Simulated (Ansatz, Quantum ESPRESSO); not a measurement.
# KCl (Sylvite): third-order response

Which lines does KCl (Sylvite) show in Raman and infrared spectra?

Method: DFT LDA, scalar-relativistic, plane waves, PseudoDojo norm-conserving pseudopotentials, in Quantum ESPRESSO 8.0 development, patched.

## Step 1: Starting point

It takes space group Fm-3m (No. 225, cubic). The conventional cell has a = 6.293 Å, b = 6.293 Å, c = 6.293 Å, α = 90.00°, β = 90.00°, γ = 90.00°. Nearest to K lie 6 Cl at 3.15 Å. Nearest to Cl lie 6 K at 3.15 Å. Farther neighbours and most contacts between anions are not listed.

## Step 2: A first look

Before anything dear is run, a loose run with smearing shows whether this is a metal and how far the cell is from rest.

Contents of probe.in:

```
 &control
    calculation='scf',
    prefix='x',
    outdir='./tmp',
    pseudo_dir='./pseudo',
    tprnfor=.true.,
    tstress=.true.,
    verbosity='high',
 /
 &system
    ibrav=0,
    nat=2,
    ntyp=2,
    ecutwfc=72.0,
    occupations='smearing',
    smearing='gaussian',
    degauss=0.01,
 /
 &electrons
    conv_thr=1.0d-07,
    mixing_beta=0.7,
    electron_maxstep=100,
 /
ATOMIC_SPECIES
 K      39.0983  K.upf
 Cl     35.4500  Cl.upf
CELL_PARAMETERS angstrom
    -3.146470000    0.000000000    3.146470000
     0.000000000    3.146470000    3.146470000
    -3.146470000    3.146470000    0.000000000
ATOMIC_POSITIONS crystal
 K      0.000000000   0.000000000   0.000000000
 Cl     0.500000000   0.500000000   0.500000000
K_POINTS automatic
 6 6 6 0 0 0
```

Run with:

```console
> OMP_NUM_THREADS=1 mpirun -n 2 pw.x -nk 2 -in probe.in > probe.out
```

The log of the run:

```text
[banners, grids, parts of the stress and lines that vanish by symmetry left out]
Program PWSCF v.8.0dev
     Message from routine setup:
     using ibrav=0 with symmetry is DISCOURAGED, use correct ibrav instead
[...]
kinetic-energy cutoff     =      72.0000  Ry
     charge density cutoff     =     288.0000  Ry
     scf convergence threshold =      1.0E-07
[...]
Exchange-correlation= SLA-PW-NOGX-NOGC
                           (   1   4   0   0   0   0   0)
[...]
48 Sym. Ops., with inversion, found
[...]
(     0          1          0      )
                  (     0          0          1      )
[...]
(  0.0000000  1.0000000  0.0000000 )
                  (  0.0000000  0.0000000  1.0000000 )
[...]
(     1          0         -1      )
                  (     0          0         -1      )
[...]
(     0          1         -1      )
                  (     0          1          0      )
[...]
( -1.0000000  0.0000000  0.0000000 )
                  (  0.0000000  1.0000000  0.0000000 )
[...]
number of k points=    16  Gaussian smearing, width (Ry)=  0.0100
[...]
c_bands: 2 eigenvalues not converged on the other pools
[...]
End of self-consistent calculation
[...]
the Fermi energy is     2.8719 ev
!    total energy              =     -92.93009865 Ry
[...]
convergence has been achieved in   6 iterations
[...]
atom    1 type  1   force =    -0.00000000    0.00000000    0.00000000
     atom    2 type  2   force =     0.00000000    0.00000000   -0.00000000
[...]
Total force =     0.000000     Total SCF correction =     0.000000
[...]
total   stress  (Ry/bohr**3)                   (kbar)     P=      -19.77
[...]
XML data file, charge density, pseudopotentials, collected wavefunctions

   JOB DONE.
```

It took 4.8 s on 2 MPI ranks of AMD EPYC 9R14 (Zen 4), shared host.

Numbers from this step:

* volume per atom: 31.15 Å³
* pressure: -1.977 GPa
* gap on the k-mesh: 4.744 eV

A gap of 4.7 eV opens on this mesh, so the crystal is taken as an insulator; the start stands at -2.0 GPa.

## Step 3: Relaxation

The relaxation runs at a cutoff a fifth above that of the response, since stress converges more slowly with the basis than frequencies do. Forces and stress are brought to rest with tight thresholds.

Contents of relax.in:

```
 &control
    calculation='vc-relax',
    prefix='x',
    outdir='./tmp',
    pseudo_dir='./pseudo',
    tprnfor=.true.,
    tstress=.true.,
    forc_conv_thr=2.0d-05,
    etot_conv_thr=1.0d-07,
    nstep=40,
 /
 &system
    ibrav=0,
    nat=2,
    ntyp=2,
    ecutwfc=86,
    occupations='fixed',
    nbnd=10,
 /
 &electrons
    conv_thr=1.0d-11,
    mixing_beta=0.7,
    electron_maxstep=100,
 /
 &ions
 /
 &cell
    press_conv_thr=0.2,
 /
ATOMIC_SPECIES
 K      39.0983  K.upf
 Cl     35.4500  Cl.upf
CELL_PARAMETERS angstrom
    -3.146470000    0.000000000    3.146470000
     0.000000000    3.146470000    3.146470000
    -3.146470000    3.146470000    0.000000000
ATOMIC_POSITIONS crystal
 K      0.000000000   0.000000000   0.000000000
 Cl     0.500000000   0.500000000   0.500000000
K_POINTS automatic
 6 6 6 0 0 0
```

Run with:

```console
> OMP_NUM_THREADS=1 mpirun -n 2 pw.x -nk 2 -in relax.in > relax.out
```

The log of the run:

```text
[banners, grids, parts of the stress and lines that vanish by symmetry left out]
[banner, memory and clock lines left out]
Program PWSCF v.8.0dev

[...]
kinetic-energy cutoff     =      86.0000  Ry
     charge density cutoff     =     344.0000  Ry
     scf convergence threshold =      1.0E-11
[...]
energy convergence thresh.=      1.0E-07
     force convergence thresh. =      2.0E-05
     press convergence thresh. =      2.0E-01
     Exchange-correlation= SLA-PW-NOGX-NOGC
                           (   1   4   0   0   0   0   0)
[...]
48 Sym. Ops., with inversion, found
[...]
number of k points=    16
[...]
End of self-consistent calculation
[...]
highest occupied, lowest unoccupied level (ev):     0.6387    5.3833
!    total energy              =     -92.93011341 Ry
[...]
convergence has been achieved in   9 iterations
[...]
atom    1 type  1   force =     0.00000000    0.00000000    0.00000000
     atom    2 type  2   force =     0.00000000    0.00000000    0.00000000
     Total force =     0.000000     Total SCF correction =     0.000000
[...]
total   stress  (Ry/bohr**3)                   (kbar)     P=      -19.72
[...]
number of bfgs steps    =   0
[...]
CELL_PARAMETERS (angstrom)
[...]
ATOMIC_POSITIONS (crystal)
K                0.0000000000        0.0000000000        0.0000000000
Cl               0.5000000000        0.5000000000        0.5000000000
[...]
New effective cutoffs (rho, wfc):  346.24   86.56
[...]
End of self-consistent calculation
[...]
highest occupied, lowest unoccupied level (ev):     0.7070    5.4848
!    total energy              =     -92.93065809 Ry
[...]
convergence has been achieved in   7 iterations
[...]
atom    1 type  1   force =     0.00000000    0.00000000    0.00000000
     atom    2 type  2   force =     0.00000000    0.00000000    0.00000000
     Total force =     0.000000     Total SCF correction =     0.000000
[...]
total   stress  (Ry/bohr**3)                   (kbar)     P=      -18.30
[...]
number of bfgs steps    =   1
[...]
WARNING: bfgs curvature condition failed, Theta= 0.868
[...]
CELL_PARAMETERS (angstrom)
[...]
ATOMIC_POSITIONS (crystal)
K                0.0000000000        0.0000000000        0.0000000000
Cl               0.5000000000        0.5000000000        0.5000000000
[...]
New effective cutoffs (rho, wfc):  349.76   87.44
[...]
End of self-consistent calculation
[...]
highest occupied, lowest unoccupied level (ev):     0.8117    5.6403
!    total energy              =     -92.93138938 Ry
[...]
convergence has been achieved in   8 iterations
[...]
atom    1 type  1   force =    -0.00000000   -0.00000000    0.00000000
     atom    2 type  2   force =     0.00000000    0.00000000   -0.00000000
     Total force =     0.000000     Total SCF correction =     0.000000
[...]
total   stress  (Ry/bohr**3)                   (kbar)     P=      -15.99
[...]
number of bfgs steps    =   2
[...]
CELL_PARAMETERS (angstrom)
[...]
ATOMIC_POSITIONS (crystal)
[...]
New effective cutoffs (rho, wfc):  355.14   88.79
[...]
End of self-consistent calculation
[...]
convergence has been achieved in   7 iterations
[...]
atom    1 type  1   force =     0.00000000    0.00000000   -0.00000000
     atom    2 type  2   force =     0.00000000    0.00000000    0.00000000
     Total force =     0.000000     Total SCF correction =     0.000000
[...]
total   stress  (Ry/bohr**3)                   (kbar)     P=       -5.26
[...]
number of bfgs steps    =   4
[...]
CELL_PARAMETERS (angstrom)
[...]
ATOMIC_POSITIONS (crystal)
[...]
New effective cutoffs (rho, wfc):  369.76   92.44
[...]
highest occupied, lowest unoccupied level (ev):     1.4274    6.5543
!    total energy              =     -92.93325586 Ry
[...]
convergence has been achieved in   8 iterations
[...]
atom    1 type  1   force =     0.00000000    0.00000000    0.00000000
     atom    2 type  2   force =     0.00000000    0.00000000    0.00000000
     Total force =     0.000000     Total SCF correction =     0.000000
[...]
total   stress  (Ry/bohr**3)                   (kbar)     P=        0.71
[...]
number of bfgs steps    =   5
[...]
CELL_PARAMETERS (angstrom)
[...]
ATOMIC_POSITIONS (crystal)
[...]
New effective cutoffs (rho, wfc):  369.02   92.25
[...]
highest occupied, lowest unoccupied level (ev):     1.4039    6.5194
!    total energy              =     -92.93325845 Ry
[...]
convergence has been achieved in   7 iterations
[...]
atom    1 type  1   force =     0.00000000   -0.00000000    0.00000000
     atom    2 type  2   force =     0.00000000    0.00000000    0.00000000
     Total force =     0.000000     Total SCF correction =     0.000000
[...]
total   stress  (Ry/bohr**3)                   (kbar)     P=       -0.03
[...]
number of bfgs steps    =   6
[...]
CELL_PARAMETERS (angstrom)
[...]
ATOMIC_POSITIONS (crystal)
[...]
New effective cutoffs (rho, wfc):  369.05   92.26
[...]
End of self-consistent calculation
[...]
highest occupied, lowest unoccupied level (ev):     1.4050    6.5210
!    total energy              =     -92.93325846 Ry
[...]
convergence has been achieved in   4 iterations
[...]
atom    1 type  1   force =     0.00000000    0.00000000    0.00000000
     atom    2 type  2   force =    -0.00000000   -0.00000000   -0.00000000
     Total force =     0.000000     Total SCF correction =     0.000000
[...]
total   stress  (Ry/bohr**3)                   (kbar)     P=       -0.00
[...]
bfgs converged in   8 scf cycles and   7 bfgs steps
[...]
End of BFGS Geometry Optimization
     Final enthalpy           =     -92.9332584602 Ry
     File ./tmp/x.bfgs deleted, as requested
[...]
CELL_PARAMETERS (angstrom)
[...]
ATOMIC_POSITIONS (crystal)
K                0.0000000000        0.0000000000       -0.0000000000
Cl               0.5000000000        0.5000000000        0.5000000000
[...]
Final scf calculation at the relaxed structure.
[...]
kinetic-energy cutoff     =      86.0000  Ry
     charge density cutoff     =     344.0000  Ry
     scf convergence threshold =      1.0E-13
[...]
press convergence thresh. =      2.0E-01
     Exchange-correlation= SLA-PW-NOGX-NOGC
                           (   1   4   0   0   0   0   0)
[...]
48 Sym. Ops., with inversion, found
[...]
number of k points=    16
[...]
End of self-consistent calculation
[...]
highest occupied, lowest unoccupied level (ev):     1.4050    6.5210
!    total energy              =     -92.93325386 Ry
[...]
convergence has been achieved in  10 iterations
[...]
atom    1 type  1   force =     0.00000000    0.00000000    0.00000000
     atom    2 type  2   force =     0.00000000    0.00000000    0.00000000
     Total force =     0.000000     Total SCF correction =     0.000000
[...]
total   stress  (Ry/bohr**3)                   (kbar)     P=       -0.01
[...]
XML data file, charge density, pseudopotentials, collected wavefunctions
```

The job ended after 37 s (2 MPI ranks).

Step by step:

| step | energy less that of the first step (eV) | largest force (eV/Å) | pressure (GPa) | volume (Å³) |
| --- | --- | --- | --- | --- |
| 1 | 0.0000 | 0.0000 | -1.97 | 62.30 |
| 2 | -0.0074 | 0.0000 | -1.83 | 61.68 |
| 3 | -0.0174 | 0.0000 | -1.60 | 60.75 |
| 4 | -0.0295 | 0.0000 | -1.21 | 59.37 |
| 5 | -0.0406 | 0.0000 | -0.53 | 57.35 |
| 6 | -0.0428 | 0.0000 | 0.07 | 55.89 |
| 7 | -0.0428 | 0.0000 | 0.00 | 56.06 |
| 8 | -0.0428 | 0.0000 | 0.00 | 56.05 |
| 9 | -0.0427 | 0.0000 | 0.00 | 56.05 |

| conventional cell, symmetrised | before | after | change |
| --- | --- | --- | --- |
| a (Å) | 6.293 | 6.075 | -3.5 % |
| b (Å) | 6.293 | 6.075 | -3.5 % |
| c (Å) | 6.293 | 6.075 | -3.5 % |
| volume (Å³/atom) | 31.15 | 28.02 | -10.0 % |

The relaxed structure:

```
K Cl
1.0
    -3.03749    0.00000    3.03749
     0.00000    3.03749    3.03749
    -3.03749    3.03749    0.00000
K Cl
1 1
Cartesian
  0.0000 0.0000 0.0000
  -3.0375 3.0375 3.0375
```

The last row of the table of steps is pw.x's closing run on a basis chosen anew for the final cell, so its energy can jump.

Read from the output:

- volume per atom: 28.02 Å³
- pressure: -0.001 GPa
- gap on the k-mesh: 5.116 eV

The volume changes by -10.0 % from the cell with which this run began.

## Step 4: Self-consistent run for the response

The response is built on this ground state, so it is converged far tighter than an energy would need. With a gap, occupations are fixed, which also allows the response to an electric field.

Contents of scf.in:

```
 &control
    calculation='scf',
    prefix='x',
    outdir='./tmp',
    pseudo_dir='./pseudo',
    tprnfor=.true.,
    tstress=.true.,
 /
 &system
    ibrav=0,
    nat=2,
    ntyp=2,
    ecutwfc=72.0,
    occupations='fixed',
    nbnd=10,
 /
 &electrons
    conv_thr=1.0d-12,
    mixing_beta=0.7,
    electron_maxstep=100,
 /
ATOMIC_SPECIES
 K      39.0983  K.upf
 Cl     35.4500  Cl.upf
CELL_PARAMETERS angstrom
    -3.037486487    0.000000000    3.037486487
     0.000000000    3.037486487    3.037486487
    -3.037486487    3.037486487    0.000000000
ATOMIC_POSITIONS crystal
 K      0.000000000   0.000000000   0.000000000
 Cl     0.500000000   0.500000000   0.500000000
K_POINTS automatic
 6 6 6 0 0 0
```

Run with:

```console
> OMP_NUM_THREADS=1 mpirun -n 2 pw.x -nk 2 -in scf.in > scf.out
```

The log of the run:

```text
[banners, grids, parts of the stress and lines that vanish by symmetry left out]
[banner, memory and clock lines left out]
Program PWSCF v.8.0dev

[...]
kinetic-energy cutoff     =      72.0000  Ry
     charge density cutoff     =     288.0000  Ry
     scf convergence threshold =      1.0E-12
[...]
Exchange-correlation= SLA-PW-NOGX-NOGC
                           (   1   4   0   0   0   0   0)
[...]
48 Sym. Ops., with inversion, found
[...]
number of k points=    16
[...]
End of self-consistent calculation
[...]
highest occupied, lowest unoccupied level (ev):     1.4050    6.5210
!    total energy              =     -92.93323903 Ry
[...]
convergence has been achieved in  10 iterations
[...]
atom    1 type  1   force =     0.00000000    0.00000000    0.00000000
     atom    2 type  2   force =     0.00000000    0.00000000   -0.00000000
     Total force =     0.000000     Total SCF correction =     0.000000
[...]
total   stress  (Ry/bohr**3)                   (kbar)     P=       -0.05
[...]
XML data file, charge density, pseudopotentials, collected wavefunctions
```

Run time: 5.4 s. Hardware: 2 MPI ranks.

This step gave:

| Item | Value |
| --- | --- |
| pressure | -0.005 GPa |

The cell stands at -0.005 GPa, close enough for phonons.

(Part 1 of 3 ends here.)

[Host names and launcher messages were left out of these logs when they were recorded.]

[Logs are printed without paths, hosts, clocks, repeated set-up lines and the standing remarks that a program may print on its own settings, such as how far it seeks lower states.]

[Hosts, paths, dates, database ids (printed as entryN), source tags and the programs' standing remarks are cut or masked in the printed files.]
